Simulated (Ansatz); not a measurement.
## What Al6Si (built on the sites of a database entry of SiB6) distorts into

Aim: this structure of Al6Si (built on the sites of a database entry of SiB6) is to be tested for unstable modes, and one is followed downhill.

Main program and level: Ansatz 0.2.0; DFT PBEsol, scalar-relativistic, plane waves, PAW.

The structure was built from a prototype and need not be the compound's stable phase.

## Step 1: The structure

The structure is cubic, space group Pm-3m (No. 221). The conventional cell has a = 6.149 Å, b = 6.149 Å, c = 6.149 Å, α = 90.00°, β = 90.00°, γ = 90.00°. Nearest to Si lie 24 Al at 4.51 Å. Nearest to Al lie 5 Al at 2.43 to 2.63 Å. Farther neighbours are not listed.

## Step 2: Modes at Γ

The cell comes from relaxations at this level that are not shown. The zone centre is the only wavevector solved here; it holds the modes that light can see, as far as symmetry allows. No field response is asked, since the mesh shows no gap.

File input.yaml:

```yaml
crystal:
  lattice:
    - [6.1489135354, 0.0, 0.0]
    - [0.0, 6.1489135354, 0.0]
    - [0.0, 0.0, 6.1489135354]
  atoms:
    - { symbol: Si, position: [0.0, 0.0, 0.0] }
    - { symbol: Al, position: [0.1974385139, 0.5, 0.5] }
    - { symbol: Al, position: [0.5, 0.1974385139, 0.5] }
    - { symbol: Al, position: [0.8025614861, 0.5, 0.5] }
    - { symbol: Al, position: [0.5, 0.8025614861, 0.5] }
    - { symbol: Al, position: [0.5, 0.5, 0.1974385139] }
    - { symbol: Al, position: [0.5, 0.5, 0.8025614861] }
kpoints:
  mp_grid: { grid: [6, 6, 6] }
hamiltonian:
  xc: pbesol
scf:
  occupations: { method: methfessel_paxton, width: 0.15 }
output:
  eigenvalues: true
phonons:
  method: dfpt
```

Command:

```console
$ ansatz run input.yaml --threads 8 --pin off --max-ram 14336MiB --backend cpu --events-out ev --progress --plain --runs-dir out
```

Numbers of over 12 decimals in the logs are rounded to 6 here.

Log:

```text
zone centre: on kpoints.mp_grid the ground state, and the responses unless they are solved on pairs of k-points, stand on 64 of the mesh's 216 k-points, reduced under 4 symmetry operations, with k and −k counted as one. Each operation leaves every solved displacement unchanged or reverses it
Engine: ansatz 0.2.0, aarch64-unknown-linux-gnu
Pseudopotentials: kind: paw
Pseudopotential: Si, paw, valence charge 4, recommended cutoff 420 eV (normal), Si.paw.azcp
Pseudopotential: Al, paw, valence charge 3, recommended cutoff 420 eV (normal), Al.paw.azcp
Functional definition: PBEsol
  exchange = pbesol_x
  correlation = pbesol_c
Crystal: 7 atoms, lattice volume = 232.485 Å³
Basis set: ecut = 420 eV, 4553 PW (Γ), exchange–correlation on 90×90×90 points (8 copies of the dense FFT grid, shifted against one another)
Bands: 18, of which v1, the nominal top of the filled ones, is band 11 counted from 1 (10 counted from 0)
Symmetry: 48 space group operations
k-points: 64 of 216 (irreducible under 4 space group operations, time reversal used)
Non-local potential: Si, projectors of the file, l = 0: 2, l = 1: 2, l = 2: 2
Non-local potential: Al, projectors of the file, l = 0: 2, l = 1: 2, l = 2: 1
PAW form: soft (Blöchl's): semilocal exchange-correlation on the pseudo side does not see the compensation charge
PAW frozen core: Si, regenerated for the run's functional, and the local potential with it (the file was generated under x = pbe(κ = 0.804, μ = 0.219515), c = pbe(β = 0.066725))
PAW frozen core: Al, regenerated for the run's functional, and the local potential with it (the file was generated under x = pbe(κ = 0.804, μ = 0.219515), c = pbe(β = 0.066725))
PAW one-centre angular grid: Si, 110 points (default); XC on 64 Gauss nodes
PAW one-centre angular grid: Al, 110 points (default); XC on 64 Gauss nodes
Initial density: superposition of atomic densities (neutral atoms: chi_scale 0, normalization atom), corrected by the library's trained network
Initial wavefunctions: pseudopotential atomic-orbital guess
Functional: x = pbesol(κ = 0.804, μ = 0.123457), c = pbesol(β = 0.046)
SCF iter   1: F=—  HF=-3760.556670 eV  |F-HF|=—  |Δ(HF+E_count)|=         —  Δρ=1.06e-2  dr2=1.71e0  ethr=1.77e-3  ⟨swp⟩=7.5  Hψ=7407  notcnv=0
preconditioner: auto → Resta (q_TF=auto, 1.842 Å⁻¹)  ε∞=5.9  [insulator: Δε(μ)=0.137 eV  Ē_g=5.137 eV  σ=0.150 eV  W_gap=0.65  n_scr=26 (ndim 8)  ℏωp=11.4 eV  f_vac=0.000  D(μ)=3.51/eV (n_scr^D=18)  ε∞_Penn≈5.9]
SCF iter   2: F=—  HF=-3760.406562 eV  |F-HF|=—  |Δ(HF+E_count)|=   1.50e-1  S|Δr|=    0.00e0  Δρ=3.64e-3  dr2=1.28e-1  ethr=1.77e-3  ⟨swp⟩=1.2  Hψ=1683  notcnv=0
preconditioner: auto → Kerker (q_TF=auto, 1.842 Å⁻¹)  [metal: Δε(μ)=0.080 eV  Ē_g=5.097 eV  σ=0.150 eV  W_gap=0.40  n_scr=26 (ndim 8)  ℏωp=11.4 eV  f_vac=0.000  D(μ)=6.92/eV (n_scr^D=56)]
SCF iter   3: F=—  HF=-3760.392421 eV  |F-HF|=—  |Δ(HF+E_count)|=   1.41e-2  S|Δr|=    0.00e0  Δρ=1.43e-3  dr2=8.57e-3  ethr=5.81e-4  ⟨swp⟩=1.0  Hψ=1125  notcnv=0
SCF iter   4: F=—  HF=-3760.392031 eV  |F-HF|=—  |Δ(HF+E_count)|=   3.90e-4  S|Δr|=    0.00e0  Δρ=3.95e-4  dr2=1.40e-3  ethr=3.89e-5  ⟨swp⟩=2.3  Hψ=1734  notcnv=0
SCF iter   5: F=—  HF=-3760.392087 eV  |F-HF|=—  |Δ(HF+E_count)|=   5.60e-5  S|Δr|=    0.00e0  Δρ=3.26e-4  dr2=1.74e-3  ethr=6.35e-6  ⟨swp⟩=2.0  Hψ=1578  notcnv=0
SCF iter   6: F=—  HF=-3760.391981 eV  |F-HF|=—  |Δ(HF+E_count)|=   1.06e-4  S|Δr|=    0.00e0  Δρ=1.12e-4  dr2=2.09e-4  ethr=6.35e-6  ⟨swp⟩=1.0  Hψ=1133  notcnv=0
SCF iter   7: F=—  HF=-3760.391968 eV  |F-HF|=—  |Δ(HF+E_count)|=   1.29e-5  S|Δr|=    0.00e0  Δρ=2.90e-5  dr2=1.36e-5  ethr=9.52e-7  ⟨swp⟩=1.0  Hψ=1134  notcnv=0
SCF iter   8: F=—  HF=-3760.391968 eV  |F-HF|=—  |Δ(HF+E_count)|=   6.09e-7  S|Δr|=    0.00e0  Δρ=4.98e-6  dr2=4.06e-7  ethr=6.16e-8  ⟨swp⟩=1.1  Hψ=1134  notcnv=0
SCF iter   9: F=—  HF=-3760.391963 eV  |F-HF|=—  |Δ(HF+E_count)|=   5.39e-6  S|Δr|=    0.00e0  Δρ=5.19e-7  dr2=1.94e-9  ethr=1.85e-9  ⟨swp⟩=1.8  Hψ=1435  notcnv=0
SCF iter  10: F=—  HF=-3760.391963 eV  |F-HF|=—  |Δ(HF+E_count)|=   1.19e-9  S|Δr|=    0.00e0  Δρ=1.41e-7  dr2=1.24e-10  ethr=8.82e-12  ⟨swp⟩=2.1  Hψ=1850  notcnv=0
SCF iter  11: F=-3760.391963 eV  HF=-3760.391963 eV  |F-HF|=0.00e0  |Δ(HF+E_count)|=  1.32e-11  S|Δr|=    0.00e0  Δρ=2.96e-8  dr2=3.62e-12  ethr=1.00e-12  ⟨swp⟩=8.1  Hψ=5683  notcnv=0
SCF 1 converged in 11 iterations: F = -3760.391963 eV  dr2 = 3.62e-12
  greatest PAW one-centre occupation: 0.762 electrons in one spin orbital (limit 2), on the Si atom at site 0 (counted from 0), in its partial waves of l = 0
DFPT response loops at Γ: preconditioner auto → Kerker (q_TF=auto, 1.842 Å⁻¹) (partly filled bands, converged f_vac=0.000); β = 1.00, the filter's whole step (`scf.mixing.beta` (0.50) is not read by the response loops under this deck's `scf.mixing.preconditioner`; to damp them name `kerker` or `kerker_dos`, under which they read `scf.mixing.beta`, and type it under 1.00, their step now; both keys bind the ground state too); Broyden in place of MSR1
SCF converged after 11 iterations
Stability not checked: this state was not tested for a lower state beside it, because cold or Methfessel-Paxton smearing, or corrected tetrahedra, fill the levels in a way that the test cannot read (fill_not_monotonic; see scf.lower_state_search)
Free energy (F): -3760.391963 eV
Harris-Foulkes:  -3760.391963 eV  (|F-HF|=0.00e0)
Internal energy: -3760.385059 eV  (E = F + TS)
E sigma→0 (E₀):  -3760.390237 eV
Entropy (-TS):   -0.006904 eV (-0.986 meV/atom)
Fermi energy:    1.624658 eV
--- Per-component energies (eV) ---
  E_band       = -38.679469
  E_kinetic    = 157.771626
  E_local      = -203.023227  (includes V_loc(G=0)·N_el)
  E_nonlocal   = 92.758217
  E_hartree    = 70.648590
  E_xc         = -277.394235
  E_vxc        = -203.462970  (∫ρ·V_xc dr)
  E_paw        = -3227.104372  (= ΣΔE_a)
  E_vpaw       = -24.020292  (= ΣTr[D̂ρ^β])
  E_aug_tail   = -0.000007  (compensation charges beyond the density's cutoff)
  E_ewald      = -374.188047
  E_core_change = 0.146395  (= ΣΔE_core)
  E_smearing   = -0.006904  (= −TS)
  E_closure    = 0.000000  (closes the sum)
  Σ components = -3760.391963   (vs F -3760.391963, Δ=0.00e0)
--- Band table (eV; the first three rows and the last of 64) ---
  k-point 0: bands = [... 7 lower, -0.9496, 1.6768, 1.6768, 1.6768, 2.0752, 2.0752, 2.0752, 3.5808, ... 3 higher]
  k-point 1: bands = [... 7 lower, -0.6479, 1.3005, 1.3005, 1.7601, 2.0958, 2.2001, 2.2001, 3.3428, ... 3 higher]
  k-point 2: bands = [... 7 lower, 0.4181, 0.8205, 0.8205, 1.9034, 2.1388, 2.3419, 2.3419, 2.9912, ... 3 higher]
  k-point 63: bands = [... 7 lower, -0.2609, 1.5305, 1.5305, 1.5305, 2.6012, 2.6012, 2.6012, 3.8853, ... 3 higher]
--- Phonons (Γ-DFPT): 3 representative perturbations + reference, on 64 of 216 k-points (Σ response iterations 10) ---
  k mesh reduced under 4 symmetry operations, with k and −k counted as one. Each operation leaves every solved displacement unchanged or reverses it
  ASR residual: 2.265e-5 → 0.000e0 eV/Å²; symmetrization residual: 3.762e-7 eV/Å²
  ASR residual per site (eV/Å²): 1.33e-5 2.27e-5 2.27e-5 2.27e-5 2.27e-5 2.27e-5 2.27e-5
  Γ frequencies (cm⁻¹): -143.06 -143.06 -143.06 -69.61 -69.61 -69.61 0.00 0.00 0.00 165.43 165.43 165.43 232.02 232.02 232.02 304.93 304.93 304.93 445.68 445.68 553.47
  non-analytic LO–TO correction: not included (Born effective charges unavailable; polar crystals: no LO–TO splitting at Γ)
```

It took 12 s on 8 threads of Arm Neoverse V2, shared host; peak memory 1.4 GiB; 89 s of CPU time.

Numbers from this step:

* volume per atom: 33.21 Å³
* gap on the k-mesh: 0 eV
* sum-rule residual before enforcement: 2.27e-5 eV/Å²
* point group: m-3m
* highest optical mode at the zone centre (no LO-TO term): 553.5 cm⁻¹
* lowest optical zone-centre mode: -143.1 cm⁻¹

Patterns of degenerate modes are one choice out of their space. Modes at Γ, with each element's share of the kinetic energy (negative means imaginary):

| mode | frequency (cm⁻¹) | symmetry | Si % | Al % |
| --- | --- | --- | --- | --- |
| 1 | -143.1 | T1u | 85 | 15 |
| 2 | -143.1 | T1u | 85 | 15 |
| 3 | -143.1 | T1u | 85 | 15 |
| 4 | -69.6 | T1g | 0 | 100 |
| 5 | -69.6 | T1g | 0 | 100 |
| 6 | -69.6 | T1g | 0 | 100 |
| 7 | 0.0 | acoustic | 15 | 85 |
| 8 | 0.0 | acoustic | 15 | 85 |
| 9 | 0.0 | acoustic | 15 | 85 |
| 10 | 165.4 | T2u | 0 | 100 |
| 11 | 165.4 | T2u | 0 | 100 |
| 12 | 165.4 | T2u | 0 | 100 |
| 13 | 232.0 | T2g | 0 | 100 |
| 14 | 232.0 | T2g | 0 | 100 |
| 15 | 232.0 | T2g | 0 | 100 |
| 16 | 304.9 | T1u | 0 | 100 |
| 17 | 304.9 | T1u | 0 | 100 |
| 18 | 304.9 | T1u | 0 | 100 |
| 19 | 445.7 | Eg | 0 | 100 |
| 20 | 445.7 | Eg | 0 | 100 |
| 21 | 553.5 | A1g | 0 | 100 |

Displacements in mode 3 (-143.1 cm⁻¹), the largest set to 1:
```
Si1  0.02  1.00 -0.55
Al2  0.00 -0.17  0.10
Al3  0.00 -0.17  0.10
Al4  0.00 -0.17  0.10
Al5  0.00 -0.17  0.10
Al6  0.00 -0.17  0.10
Al7  0.00 -0.17  0.10
```

Displacements in mode 18 (304.9 cm⁻¹), the largest set to 1:
```
Si1  0.00  0.00  0.00
Al2  0.02 -0.50 -0.24
Al3 -0.01  1.00 -0.24
Al4  0.02 -0.50 -0.24
Al5 -0.01  1.00 -0.24
Al6 -0.01 -0.50  0.49
Al7 -0.01 -0.50  0.49
```

Before it was imposed, the acoustic sum rule was missed by 2.3e-5 eV/Å². Small misses are needed for a sound result but don't prove that mesh and cutoff are converged. The lowest optical mode is imaginary, 143.1i cm⁻¹, so the energy falls along it.

## Step 3: The mode frozen in, largest atomic shift 0 Å

The mode followed lies at Γ with frequency 69.6i cm⁻¹ and is 3-fold degenerate, one of the unstable modes though not the softest. At small amplitude the distorted cell has space group no. 83 by a symmetry search on the positions. The undistorted cell that holds it gives the zero of energy on the same k mesh.

input.yaml, as its differences from that of step 2:

```diff
@@ -20,4 +20,4 @@
 output:
+  forces: true
+  stress: true
   eigenvalues: true
-phonons:
-  method: dfpt
```

Log:

```text
[...]
Crystal: 7 atoms, lattice volume = 232.485 Å³
Basis set: ecut = 420 eV, 4553 PW (Γ), exchange–correlation on 90×90×90 points (8 copies of the dense FFT grid, shifted against one another)
Bands: 18, of which v1, the nominal top of the filled ones, is band 11 counted from 1 (10 counted from 0)
Symmetry: 48 space group operations
[...]
k-points: 20 of 216
[...]
k-point 0: bands = [... 7 lower, -0.9496, 1.6768, 1.6768, 1.6768, 2.0752, 2.0752, 2.0752, 3.5808, ... 3 higher]
  k-point 1: bands = [... 7 lower, -0.6479, 1.3005, 1.3005, 1.7601, 2.0958, 2.2001, 2.2001, 3.3428, ... 3 higher]
  k-point 2: bands = [... 7 lower, 0.4181, 0.8205, 0.8205, 1.9034, 2.1388, 2.3419, 2.3419, 2.9912, ... 3 higher]
  k-point 19: bands = [... 7 lower, -0.2609, 1.5305, 1.5305, 1.5305, 2.6012, 2.6012, 2.6012, 3.8853, ... 3 higher]
[key lines of the parts left out:]
SCF converged after 9 iterations
Free energy (F): -3760.391963 eV
Fermi energy:    1.624661 eV
P = ⅓ Tr σ = 0.0001 GPa (0.001 kbar)
```

The job ended after 0.76 s (8 threads; peak memory 0.62 GiB).

This step gave:

```
pressure                         : 1.04e-4 GPa
energy from the undistorted cell : 0 meV/atom
```

The run ends at a pressure of 0.00 GPa, with forces up to 3.4e-4 eV/Å.

## Step 4: The mode frozen in, largest atomic shift 0.6 Å

The atoms are moved along the unstable eigenvector, the largest shift by 0.6 Å, with the cell fixed.

input.yaml, the sections that differ from step 3:

```yaml
crystal:
  lattice:
    - [6.1489135354, 0.0, 0.0]
    - [0.0, 6.1489135354, 0.0]
    - [0.0, 0.0, 6.1489135354]
  atoms:
    - { symbol: Si, position: [0.0, 0.0, 0.0] }
    - { symbol: Al, position: [0.1974385139, 0.5, 0.5975782139] }
    - { symbol: Al, position: [0.5, 0.1974385139, 0.5] }
    - { symbol: Al, position: [0.8025614861, 0.5, 0.4024217861] }
    - { symbol: Al, position: [0.5, 0.8025614861, 0.5] }
    - { symbol: Al, position: [0.4024217861, 0.5, 0.1974385139] }
    - { symbol: Al, position: [0.5975782139, 0.5, 0.8025614861] }
# kpoints, hamiltonian, scf, output: as in step 3
```

Log:

```text
[...]
Crystal: 7 atoms, lattice volume = 232.485 Å³
Basis set: ecut = 420 eV, 4553 PW (Γ), exchange–correlation on 90×90×90 points (8 copies of the dense FFT grid, shifted against one another)
Bands: 18, of which v1, the nominal top of the filled ones, is band 11 counted from 1 (10 counted from 0)
Symmetry: 8 space group operations
[...]
k-points: 44 of 216
[...]
k-point 0: bands = [... 7 lower, -0.5558, 1.7530, 1.7956, 1.7956, 2.0793, 2.1718, 2.1718, 3.2585, ... 3 higher]
  k-point 1: bands = [... 7 lower, -0.3223, 1.2028, 1.3467, 1.8941, 2.1974, 2.3607, 2.3877, 2.9152, ... 3 higher]
  k-point 2: bands = [... 7 lower, 0.5653, 0.7695, 0.8548, 2.1014, 2.2521, 2.4275, 2.5711, 2.6079, ... 3 higher]
  k-point 43: bands = [... 7 lower, -0.1208, 1.7830, 2.1713, 2.1713, 2.8890, 2.9012, 2.9012, 3.5578, ... 3 higher]
[key lines of the parts left out:]
SCF converged after 8 iterations
Free energy (F): -3760.584002 eV
Fermi energy:    1.796693 eV
P = ⅓ Tr σ = -3.7028 GPa (-37.028 kbar)
```

The job ended after 1.3 s (8 threads; peak memory 0.69 GiB).

Numbers from this step:

| Property | Result |
| --- | --- |
| pressure | -3.703 GPa |
| energy from the undistorted cell | -27.61 meV/atom |

The energy, extrapolated to zero smearing, is -27.61 meV/atom against the undistorted cell.

The run ends at a pressure of -3.70 GPa, with forces up to 0.46 eV/Å.

## Step 5: Energy along the mode, all amplitudes (two of the runs are shown above)

An imaginary frequency means negative curvature, so the energy should fall and then rise again as anharmonic terms take over.

This step gave:

* depth at the lowest point sampled: 27.61 meV/atom
* largest atomic shift at that point: 0.6 Å

The energy from the parent by largest atomic shift:

| largest atomic shift (Å) | energy from the parent (meV/atom) |
| --- | --- |
| 0.000 | 0 |
| 0.040 | -0.214 |
| 0.080 | -0.838 |
| 0.140 | -2.42 |
| 0.220 | -5.34 |
| 0.320 | -9.79 |
| 0.450 | -17.3 |
| 0.600 | -27.6 |

Displacement at unit largest shift by atom:

| atom | x (Å) | y (Å) | z (Å) | size |
| --- | --- | --- | --- | --- |
| Si1 | 0.00 | 0.00 | 0.00 | 0.00 |
| Al2 | 0.00 | 0.00 | 1.00 | 1.00 |
| Al3 | 0.00 | 0.00 | 0.00 | 0.00 |
| Al4 | 0.00 | 0.00 | -1.00 | 1.00 |
| Al5 | 0.00 | 0.00 | 0.00 | 0.00 |
| Al6 | -1.00 | 0.00 | 0.00 | 1.00 |
| Al7 | 1.00 | 0.00 | 0.00 | 1.00 |

The lowest of the steps tried is the last one, at 0.6 Å, 27.6 meV/atom below the parent; the bottom of the well need not coincide with a step.

(Continued in part 2 of 2.)

[Logs are printed without paths, hosts, clocks, repeated set-up lines and the standing remarks that a program may print on its own settings, such as how far it seeks lower states.]

[Hosts, paths, dates, database ids (printed as entryN), source tags and the programs' standing remarks are cut or masked in the printed files.]
